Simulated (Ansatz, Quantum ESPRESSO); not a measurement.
# Lattice dynamics of KAl (Pm-3m) in two programs, part 2 of 4

How does KAl (Pm-3m) vibrate, and is this structure a minimum?

Quantum ESPRESSO 7.5; DFT PBE, scalar-relativistic, plane waves, SPMS norm-conserving pseudopotentials.

So far. Step 2 (A first look): No gap opens on this mesh, so smearing is kept; the start stands at -1.5 GPa. Step 4 (Self-consistent run for the response): The cell stands at -0.001 GPa, close enough for phonons. The relaxed cell has a = 4.118 Å (conventional setting).

The structure was built from a prototype and need not be the compound's stable phase.

### Step 5. Linear response on the mesh

Linear response treats each wavevector in the unit cell, with no supercell; the 2×2×2 mesh fixes the range of the force constants to be had.

Contents of ph.in:

```
phonons
 &inputph
    prefix='x',
    outdir='./tmp',
    fildyn='x.dyn',
    tr2_ph=1.0d-18,
    alpha_mix(1)=0.4,
    nmix_ph=8,
    ldisp=.true.,
    nq1=2,
    nq2=2,
    nq3=2,
 /
```

Command:

```console
$ OMP_NUM_THREADS=1 mpirun -n 4 ph.x -nk 4 -in ph.in > ph.out
```

Output:

```text
[banners, grids, parts of the stress and lines that vanish by symmetry left out]
[banner, memory and clock lines left out]
Program PHONON v.7.5

     ./tmp/x.save/

     IMPORTANT: XC functional enforced from input :
     Exchange-correlation= PBE
                           (   1   4   3   4   0   0   0)
     Any further DFT definition will be discarded
     Please, verify this is what you really want

     G-vector sticks info

     Reading collected, re-writing distributed wavefunctions in ./tmp/

     Dynamical matrices for ( 2, 2, 2)  uniform grid of q-points
     (   4 q-points):
       N         xq(1)         xq(2)         xq(3)
       1   0.000000000   0.000000000   0.000000000
       2   0.000000000   0.000000000  -0.500000000
       3   0.000000000  -0.500000000  -0.500000000
       4  -0.500000000  -0.500000000  -0.500000000

     Number and degeneracy of irreps per q-point
       N         xq(1)         xq(2)         xq(3)   N irreps
       1   0.000000000   0.000000000   0.000000000       2
        3   3
       2   0.000000000   0.000000000  -0.500000000       4
        1   2   1   2
       3   0.000000000  -0.500000000  -0.500000000       4
        1   1   2   2
       4  -0.500000000  -0.500000000  -0.500000000       2
        3   3

     Calculation of q =    0.0000000   0.0000000   0.0000000

     phonons

     bravais-lattice index     =            0
     lattice parameter (alat)  =       7.7827  a.u.
     unit-cell volume          =     471.3962 (a.u.)^3
     number of atoms/cell      =            2
     number of atomic types    =            2
     kinetic-energy cut-off    =      60.0000  Ry
     charge density cut-off    =     240.0000  Ry
     convergence threshold     =      1.0E-18
     beta                      =       0.4000
     number of iterations used =            8
     Exchange-correlation= PBE
                           (   1   4   3   4   0   0   0)

     celldm(1)=    7.78267  celldm(2)=    0.00000  celldm(3)=    0.00000
     celldm(4)=    0.00000  celldm(5)=    0.00000  celldm(6)=    0.00000

     crystal axes: (cart. coord. in units of alat)
               a(1) = (  1.0000  0.0000  0.0000 )
               a(2) = (  0.0000  1.0000  0.0000 )
               a(3) = (  0.0000  0.0000  1.0000 )

     reciprocal axes: (cart. coord. in units 2 pi/alat)
               b(1) = (  1.0000  0.0000  0.0000 )
               b(2) = (  0.0000  1.0000  0.0000 )
               b(3) = (  0.0000  0.0000  1.0000 )

     Atoms inside the unit cell:

     Cartesian axes

     site n.  atom      mass           positions (alat units)
        1  Al     26.9815   tau(    1) = (    0.00000    0.00000    0.00000  )
        2  K      39.0983   tau(    2) = (    0.50000    0.50000    0.50000  )

     Computing dynamical matrix for
                    q = (   0.0000000   0.0000000   0.0000000 )

     49 Sym.Ops. (with q -> -q+G )

     G cutoff =  368.2213  (  29423 G-vectors)     FFT grid: ( 40, 40, 40)

     number of k points=    35  Methfessel-Paxton smearing, width (Ry)=  0.0200

     PseudoPot. # 1 for Al read from file:
     ./pseudo/Al.upf
     Pseudo is Norm-conserving + core correction, Zval =  3.0
     Using radial grid of 1872 points,  6 beta functions with:
                l(1) =   0
                l(2) =   0
                l(3) =   1
                l(4) =   1
                l(5) =   2
                l(6) =   2

     PseudoPot. # 2 for K  read from file:
     ./pseudo/K.upf
     Pseudo is Norm-conserving + core correction, Zval =  9.0
     Using radial grid of 2234 points,  6 beta functions with:
                l(1) =   0
                l(2) =   0
                l(3) =   1
                l(4) =   1
                l(5) =   2
                l(6) =   2

     Mode symmetry, O_h (m-3m)  point group:

     Atomic displacements:
     There are    2 irreducible representations

     Representation     1      3 modes -  To be done

     Representation     2      3 modes -  To be done

     Alpha used in Ewald sum =   2.4000

     Representation #   1 modes #   1   2   3

     Self-consistent Calculation
      iter #   1   av.it.:   6.4
      thresh= 1.000E-02 alpha_mix =  0.400 |ddv_scf|^2 =  7.920E-07
      iter #   2   av.it.:  10.9
      thresh= 8.900E-05 alpha_mix =  0.400 |ddv_scf|^2 =  2.540E-08
      iter #   3   av.it.:  11.3
      thresh= 1.594E-05 alpha_mix =  0.400 |ddv_scf|^2 =  1.109E-09
      iter #   4   av.it.:  11.8
      thresh= 3.330E-06 alpha_mix =  0.400 |ddv_scf|^2 =  3.756E-11
      iter #   5   av.it.:  11.9
      thresh= 6.129E-07 alpha_mix =  0.400 |ddv_scf|^2 =  1.278E-12
      iter #   6   av.it.:  11.2
      thresh= 1.130E-07 alpha_mix =  0.400 |ddv_scf|^2 =  1.996E-13
      iter #   7   av.it.:  11.8
      thresh= 4.468E-08 alpha_mix =  0.400 |ddv_scf|^2 =  1.215E-15
      iter #   8   av.it.:  11.6
      thresh= 3.485E-09 alpha_mix =  0.400 |ddv_scf|^2 =  8.334E-18
      iter #   9   av.it.:  11.5
      thresh= 2.887E-10 alpha_mix =  0.400 |ddv_scf|^2 =  8.446E-19

     End of self-consistent calculation

     Convergence has been achieved

     Representation #   2 modes #   4   5   6

     Self-consistent Calculation
      iter #   1   av.it.:   3.8
      thresh= 1.000E-02 alpha_mix =  0.400 |ddv_scf|^2 =  4.740E-09
      iter #   2   av.it.:  10.8
      thresh= 6.885E-06 alpha_mix =  0.400 |ddv_scf|^2 =  5.493E-10
      iter #   3   av.it.:  10.9
      thresh= 2.344E-06 alpha_mix =  0.400 |ddv_scf|^2 =  5.296E-11
      iter #   4   av.it.:  11.7
      thresh= 7.277E-07 alpha_mix =  0.400 |ddv_scf|^2 =  6.679E-13
      iter #   5   av.it.:  11.9
      thresh= 8.173E-08 alpha_mix =  0.400 |ddv_scf|^2 =  9.251E-14
[...]
End of self-consistent calculation

     Convergence has been achieved

     Number of q in the star =    1
     List of q in the star:
          1   0.000000000   0.000000000   0.000000000

     Diagonalizing the dynamical matrix

     q = (    0.000000000   0.000000000   0.000000000 )

 **************************************************************************
     freq (    1) =      -0.037616 [THz] =      -1.254726 [cm-1]
     freq (    2) =      -0.037616 [THz] =      -1.254726 [cm-1]
     freq (    3) =      -0.037616 [THz] =      -1.254726 [cm-1]
     freq (    4) =       4.725271 [THz] =     157.618067 [cm-1]
     freq (    5) =       4.725271 [THz] =     157.618067 [cm-1]
     freq (    6) =       4.725271 [THz] =     157.618067 [cm-1]
 **************************************************************************

     Mode symmetry, O_h (m-3m)  point group:

     freq (   1-   3) =         -1.3  [cm-1]   --> T_1u G_15  G_4- I
     freq (   4-   6) =        157.6  [cm-1]   --> T_1u G_15  G_4- I

     Calculation of q =    0.0000000   0.0000000  -0.5000000
     [... set-up and bands at k+q left out ...]

     Mode symmetry, D_4h(4/mmm) point group:

     Atomic displacements:
     There are    4 irreducible representations

     Representation     1      1 modes -  To be done

     Representation     2      2 modes -  To be done

     Representation     3      1 modes -  To be done

     Representation     4      2 modes -  To be done

     Message from routine init_vloc:
     Interpolation table for Vloc re-allocated

     Alpha used in Ewald sum =   2.4000

     Representation #   1 mode #   1

     Self-consistent Calculation

[...]
End of self-consistent calculation

     Convergence has been achieved

     Representation #   2 modes #   2   3

     Self-consistent Calculation

[...]
End of self-consistent calculation

     Convergence has been achieved

     Representation #   3 mode #   4

     Self-consistent Calculation

[...]
End of self-consistent calculation

     Convergence has been achieved

     Representation #   4 modes #   5   6

     Self-consistent Calculation

[...]
End of self-consistent calculation

     Convergence has been achieved

     Number of q in the star =    3
     List of q in the star:
          1   0.000000000   0.000000000  -0.500000000
          2   0.000000000  -0.500000000   0.000000000
          3  -0.500000000   0.000000000   0.000000000

     Diagonalizing the dynamical matrix

     q = (    0.000000000   0.000000000  -0.500000000 )

 **************************************************************************
     freq (    1) =      -1.643694 [THz] =     -54.827730 [cm-1]
     freq (    2) =       3.031922 [THz] =     101.134015 [cm-1]
     freq (    3) =       3.031922 [THz] =     101.134015 [cm-1]
     freq (    4) =       3.674768 [THz] =     122.577061 [cm-1]
     freq (    5) =       3.896358 [THz] =     129.968504 [cm-1]
     freq (    6) =       3.896358 [THz] =     129.968504 [cm-1]
 **************************************************************************

     Mode symmetry, D_4h(4/mmm) point group:

     freq (   1-   1) =        -54.8  [cm-1]   --> A_2u X_4' M_4'
     freq (   2-   3) =        101.1  [cm-1]   --> E_g  X_5  M_5
     freq (   4-   4) =        122.6  [cm-1]   --> A_1g X_1  M_1
     freq (   5-   6) =        130.0  [cm-1]   --> E_u  X_5' M_5'

     Calculation of q =    0.0000000  -0.5000000  -0.5000000
     [... set-up and bands at k+q left out ...]

     Mode symmetry, D_4h(4/mmm) point group:

     Atomic displacements:
     There are    4 irreducible representations

     Representation     1      1 modes -  To be done

     Representation     2      1 modes -  To be done

     Representation     3      2 modes -  To be done

     Representation     4      2 modes -  To be done

     Alpha used in Ewald sum =   2.4000

     Representation #   1 mode #   1

     Self-consistent Calculation

[...]
End of self-consistent calculation

     Convergence has been achieved

     Representation #   2 mode #   2

     Self-consistent Calculation

[...]
End of self-consistent calculation

     Convergence has been achieved

     Representation #   3 modes #   3   4

     Self-consistent Calculation

[...]
End of self-consistent calculation

     Convergence has been achieved

     Representation #   4 modes #   5   6

     Self-consistent Calculation

[...]
End of self-consistent calculation

     Convergence has been achieved

     Number of q in the star =    3
     List of q in the star:
          1   0.000000000  -0.500000000  -0.500000000
          2  -0.500000000  -0.500000000   0.000000000
          3  -0.500000000   0.000000000  -0.500000000

     Diagonalizing the dynamical matrix

     q = (    0.000000000  -0.500000000  -0.500000000 )

 **************************************************************************
     freq (    1) =      -2.807082 [THz] =     -93.634163 [cm-1]
     freq (    2) =      -2.807082 [THz] =     -93.634163 [cm-1]
     freq (    3) =       2.919832 [THz] =      97.395110 [cm-1]
     freq (    4) =       4.062395 [THz] =     135.506918 [cm-1]
     freq (    5) =       4.416222 [THz] =     147.309320 [cm-1]
     freq (    6) =       4.416222 [THz] =     147.309320 [cm-1]
 **************************************************************************

     Mode symmetry, D_4h(4/mmm) point group:

     freq (   1-   2) =        -93.6  [cm-1]   --> E_u  X_5' M_5'
     freq (   3-   3) =         97.4  [cm-1]   --> B_1u X_2' M_2'
     freq (   4-   4) =        135.5  [cm-1]   --> A_2u X_4' M_4'
     freq (   5-   6) =        147.3  [cm-1]   --> E_u  X_5' M_5'

     Calculation of q =   -0.5000000  -0.5000000  -0.5000000
     [... set-up and bands at k+q left out ...]

     Mode symmetry, O_h (m-3m)  point group:

     Atomic displacements:
     There are    2 irreducible representations

     Representation     1      3 modes -  To be done

     Representation     2      3 modes -  To be done

     Alpha used in Ewald sum =   2.4000

     Representation #   1 modes #   1   2   3

     Self-consistent Calculation

[...]
End of self-consistent calculation

     Convergence has been achieved

     Representation #   2 modes #   4   5   6

     Self-consistent Calculation

[...]
iter #   3   av.it.:  10.8
      thresh= 2.602E-06 alpha_mix =  0.400 |ddv_scf|^2 =  1.199E-10

      iter #   4   av.it.:  11.0
      thresh= 1.095E-06 alpha_mix =  0.400 |ddv_scf|^2 =  6.119E-13

      iter #   5   av.it.:  11.1
      thresh= 7.823E-08 alpha_mix =  0.400 |ddv_scf|^2 =  2.550E-14

      iter #   6   av.it.:  10.7
      thresh= 1.597E-08 alpha_mix =  0.400 |ddv_scf|^2 =  1.622E-15

      iter #   7   av.it.:  11.5
      thresh= 4.027E-09 alpha_mix =  0.400 |ddv_scf|^2 =  1.354E-17

      iter #   8   av.it.:  10.9
      thresh= 3.680E-10 alpha_mix =  0.400 |ddv_scf|^2 =  1.177E-18

      iter #   9   av.it.:  11.2
      thresh= 1.085E-10 alpha_mix =  0.400 |ddv_scf|^2 =  9.144E-21

     End of self-consistent calculation

     Convergence has been achieved

     Number of q in the star =    1
     List of q in the star:
          1  -0.500000000  -0.500000000  -0.500000000

     Diagonalizing the dynamical matrix

     q = (   -0.500000000  -0.500000000  -0.500000000 )

 **************************************************************************
     freq (    1) =      -1.978384 [THz] =     -65.991776 [cm-1]
     freq (    2) =      -1.978384 [THz] =     -65.991776 [cm-1]
     freq (    3) =      -1.978384 [THz] =     -65.991776 [cm-1]
     freq (    4) =       3.800618 [THz] =     126.774958 [cm-1]
     freq (    5) =       3.800618 [THz] =     126.774958 [cm-1]
     freq (    6) =       3.800618 [THz] =     126.774958 [cm-1]
 **************************************************************************

     Mode symmetry, O_h (m-3m)  point group:

     freq (   1-   3) =        -66.0  [cm-1]   --> T_1u G_15  G_4-
     freq (   4-   6) =        126.8  [cm-1]   --> T_2g G_25' G_5+


[key lines of the parts left out:]
the Fermi energy is     3.5547 ev
```

Run time: 5.3 min. Hardware: 4 MPI ranks of Arm Neoverse V2, shared host.

Read from the output:

* largest acoustic frequency at the zone centre before the sum rule: -1.25 cm⁻¹
* highest optical zone-centre mode (no LO-TO term): 157.6 cm⁻¹
* lowest optical zone-centre mode: 157.6 cm⁻¹
* lowest mode on the q mesh (acoustic ones at the zone centre apart): -93.63 cm⁻¹

Frequencies (cm⁻¹) at each irreducible wavevector; negative means imaginary. Frequencies by wavevector:

```csv
q (fractions),star,mode 1,mode 2,mode 3,mode 4,mode 5,mode 6
0 0 0,1,-1.25,-1.25,-1.25,157.6,157.6,157.6
0 0 -0.5,3,-54.83,101.1,101.1,122.6,130,130
0 -0.5 -0.5,3,-93.63,-93.63,97.4,135.5,147.3,147.3
-0.5 -0.5 -0.5,1,-65.99,-65.99,-65.99,126.8,126.8,126.8
```

The acoustic modes at Γ come out as far as 1.2 cm⁻¹ from zero, where they should vanish, a small numerical error.

### Step 6. Force constants in real space

The dynamical matrices of the mesh are Fourier-transformed to force constants in real space.

Contents of q2r.in:

```
 &input
    fildyn='x.dyn',
    zasr='simple',
    flfrc='x.fc',
 /
```

Command:

```console
$ q2r.x < q2r.in > q2r.out
```

Output:

```text
[banners, grids, parts of the stress and lines that vanish by symmetry left out]
[banner, memory and clock lines left out]
Program Q2R v.7.5

  reading grid info from file x.dyn0

  reading force constants from file x.dyn1
  Dielectric Tensor not found
  nqs=            1
 q=   0.00000000  0.00000000  0.00000000
  reading force constants from file x.dyn2
  nqs=            3
 q=   0.00000000  0.00000000 -0.50000000
[...]
reading force constants from file x.dyn3
  nqs=            3
[...]
q=  -0.50000000  0.00000000 -0.50000000
  reading force constants from file x.dyn4
  nqs=            1
 q=  -0.50000000 -0.50000000 -0.50000000

      q-space grid ok, #points =    8

      fft-check success (sum of imaginary terms < 10^-12)
```

Wall time 0.47 s (1 thread).

### Step 7. Dispersion

From the force constants any wavevector is cheap; points of the mesh come back as solved, but for the sum rule and, in polar crystals, the LO-TO term at Γ; the rest is interpolation.

Contents of matdyn.in:

```
 &input
    asr='simple',
    flfrc='x.fc',
    flfrq='x.freq',
    flvec='x.modes',
    q_in_band_form=.true.,
    q_in_cryst_coord=.true.,
 /
8
  0.0000000   0.0000000   0.0000000  12  ! GAMMA
  0.0000000   0.5000000   0.0000000  12  ! X
  0.5000000   0.5000000   0.0000000  12  ! M
  0.0000000   0.0000000   0.0000000  12  ! GAMMA
  0.5000000   0.5000000   0.5000000  12  ! R
  0.0000000   0.5000000   0.0000000   1  ! X
  0.5000000   0.5000000   0.5000000  12  ! R
  0.5000000   0.5000000   0.0000000   1  ! M
```

Command:

```console
$ matdyn.x -in matdyn.in > matdyn.out
```

Output:

```text
[banner, memory and clock lines left out]
Program MATDYN v.7.5

 mass for atomic type   1 not given; uses mass from file x.fc
 mass for atomic type   2 not given; uses mass from file x.fc
     Message from routine matdyn:
     Z* not found in file x.fc, TO-LO splitting at q=0 will be absent!
     Message from routine matdyn:
     Z* not found in file x.fc, TO-LO splitting at q=0 will be absent!

Note: The following floating-point exceptions are signalling: IEEE_UNDERFLOW_FLAG
```

Wall time 0.47 s (1 thread).

Read from the output:

```
lowest frequency on the path : -93.63 cm⁻¹
```

Matdyn.x, sum rule simple. Phonon branches along the path, in cm⁻¹:

```
    point  branch 1  branch 2  branch 3  branch 4  branch 5  branch 6
        Γ         0         0         0       158       158       158
  halfway        -7        63        63       136       149       149
        X       -55       101       101       123       130       130
  halfway       -82        40        99       129       133       144
        M       -94       -94        97       136       147       147
  halfway       -56        80        81       112       143       149
        Γ         0         0         0       158       158       158
  halfway        24        24        67       123       138       138
        R       -66       -66       -66       127       127       127
  halfway       -83        40        84       113       129       145
        X       -55       101       101       123       130       130
jump to R       -66       -66       -66       127       127       127
  halfway       -82       -82        84       113       138       138
        M       -94       -94        97       136       147       147
```

The phonon branches as a text plot (rows in cm⁻¹):

```
    152 |****          ****************
    142 |  * **   ********* ** *       **         ******     ****
    131 |   ** *************  *      *   ************   *****  **
    121 |     ***  *        **        * *       **** ***** **
    110 |        **                    *            ****     **
    100 |      ************                          * ***     **
     90 |     *            **         **            *
     79 |                    *                        *      *
     69 |    *     *         **      *  *          *        *
     58 |   *               * **                     *
     48 |  *                   *    *
     37 |                       *                 * *
     27 | *                     *  *  ****
     16 |  *                     *  **
      6 |**                        *     *
     -5 |   *                    **
    -15 |                       *                  *
    -26 |    *             *   *          *      *
    -36 |           *         *                            *
    -46 |     *              *            **      *
    -57 |      ***   *                     ***  **      **
    -67 |         *       * *               *****      *  **
    -78 |          *     ***                     *** **     **
    -88 |           ******                          *         ***
         Γ      X      M          Γ            R        X|R     M
```

Lowest modes at the softest wavevector of the mesh; phase exp(i q.(R + tau)). The modes at q = (0.500, 0.500, 0.000) (shares of kinetic energy by element, %) (negative means imaginary):

```csv
mode,frequency (cm⁻¹),Al %,K %
1,-93.6,79,21
2,-93.6,79,21
3,97.4,0,100
4,135.5,100,0
5,147.3,21,79
6,147.3,21,79
```

Displacements in mode 2 (-93.6 cm⁻¹), the largest set to 1, in the home cell:
```
Al1 1.00 0.00 0.00
K2  0.00 0.43 0.00
```

Displacements in mode 5 (147.3 cm⁻¹), the largest set to 1, in the home cell:
```
Al1  0.00  0.62  0.00
K2  -1.00  0.00  0.00
```

Force constants by pair (phonopy on the run's constants); pairs near half the supercell's span include their periodic images. Pair force constants, by row:

```
atom  neighbour  distance (Å)  third of the trace (eV/Å²)  along the pair's line (eV/Å²)
 Al1     itself             0                      0.6801                              –
 Al1          K         3.567                     -0.1823                        -0.5538
 Al1         Al         4.118                      0.3069                          0.978
 Al1         Al         5.824                     -0.0556                        -0.0622
 Al1         Al         7.133                      0.0247                         0.0247
  K2     itself             0                       1.828                              –
  K2         Al         3.567                     -0.1823                        -0.5538
  K2          K         4.118                     -0.1336                        -0.3869
  K2          K         5.824                       0.019                         0.0306
  K2          K         7.133                     -0.0253                        -0.0253
```

Mode patterns, pair constants, displacements and means over the zone were worked out by phonopy from the force constants of q2r.x.

The path dips to 94i cm⁻¹.

(Part 2 of 4 ends here.)

[Host names and launcher messages were left out of these logs when they were recorded.]

[Logs are printed without paths, hosts, clocks, repeated set-up lines and the standing remarks that a program may print on its own settings, such as how far it seeks lower states.]

[Hosts, paths, dates, database ids (printed as entryN), source tags and the programs' standing remarks are cut or masked in the printed files.]
